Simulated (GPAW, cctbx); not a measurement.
# Reading charge transfer from structure factors

MgPbO2, P3m1 (no. 156), a = 3.4663 Å, b = 3.4663 Å, c = 6.4099 Å, α = 90.00°, β = 90.00°, γ = 120.00°.

| atom | mult. | x | y | z |
| --- | --- | --- | --- | --- |
| Pb1 | 1 | 0 | 0 | 0.0068 |
| Mg1 | 1 | 2/3 | 1/3 | 0.5061 |
| O1 | 1 | 0 | 0 | 0.4389 |
| O2 | 1 | 2/3 | 1/3 | 0.8265 |

The start was made by putting kin elements into a known structure type; the compound need not exist, or be stable, in this form.

Absolute values of the static structure factors of the conventional cell from DFT (PBE, GPAW) against free spherical atoms, in electrons:

```
   hkl  d (Å)  free atoms  crystal
   001  6.410       64.55    64.31
   002  3.205       83.19    83.31
   100  3.002       71.94    72.30
   101  2.719       65.05    64.39
1 0 -1  2.719       73.28    73.16
   102  2.191       64.90    65.01
1 0 -2  2.191       71.59    71.99
   003  2.137       52.57    52.42
   103  1.741       69.65    69.74
1 0 -3  1.741       66.58    66.62
```

**Question.** Which way does charge move, and which reflections show it best?

Project each element's phase sum on the total phase. |F| rises if density moves to atoms that scatter in phase and falls if it moves to atoms that scatter against it; the rule is for low angles, since changes of shape take over beyond. Where all elements are in phase the terms compete, and the compactness of the donor's and the acceptor's density matters too.

| hkl | Pb in phase | Mg in phase | O in phase | change (e) | (%) |
| --- | --- | --- | --- | --- | --- |
| 001 | +1.0 | -1.0 | -0.5 | -0.25 | -0.4 |
| 002 | +1.0 | +1.0 | +0.2 | +0.12 | +0.1 |
| 100 | +1.0 | -0.3 | +0.7 | +0.36 | +0.5 |
| 101 | +1.0 | +0.6 | -1.8 | -0.66 | -1.0 |
| 1 0 -1 | +1.0 | +0.5 | -0.3 | -0.12 | -0.2 |
| 102 | +1.0 | -0.4 | +0.3 | +0.11 | +0.2 |
| 1 0 -2 | +1.0 | -0.5 | +1.6 | +0.40 | +0.6 |
| 003 | +1.0 | -1.0 | -1.1 | -0.16 | -0.3 |

Low-angle reflections that set elements apart and change by more than 0.05 e: 001, 002, 100, 101, 1 0 -1, 102, 1 0 -2 and 003. The signs fit a gain of density on O and a loss on Pb and Mg, apart from 002 and 102. The best witness is 101, -1.0 %, where O enters with -1.8. The real-space density agrees: Voronoi charges Pb +0.39, Mg +0.40, O -0.40 e. The shortest bond, Mg–O, has Δρ = +0.08 e/Å³ at its midpoint, on a slope that rises towards one atom.

[Outputs are excerpts: Python notices, other lines and further rows are left out; steps that failed or that the build refused (PBEsol, TPSS) are not shown.]

[Logs are printed without paths, hosts, clocks, repeated set-up lines and the standing remarks that a program may print on its own settings, such as how far it seeks lower states.]
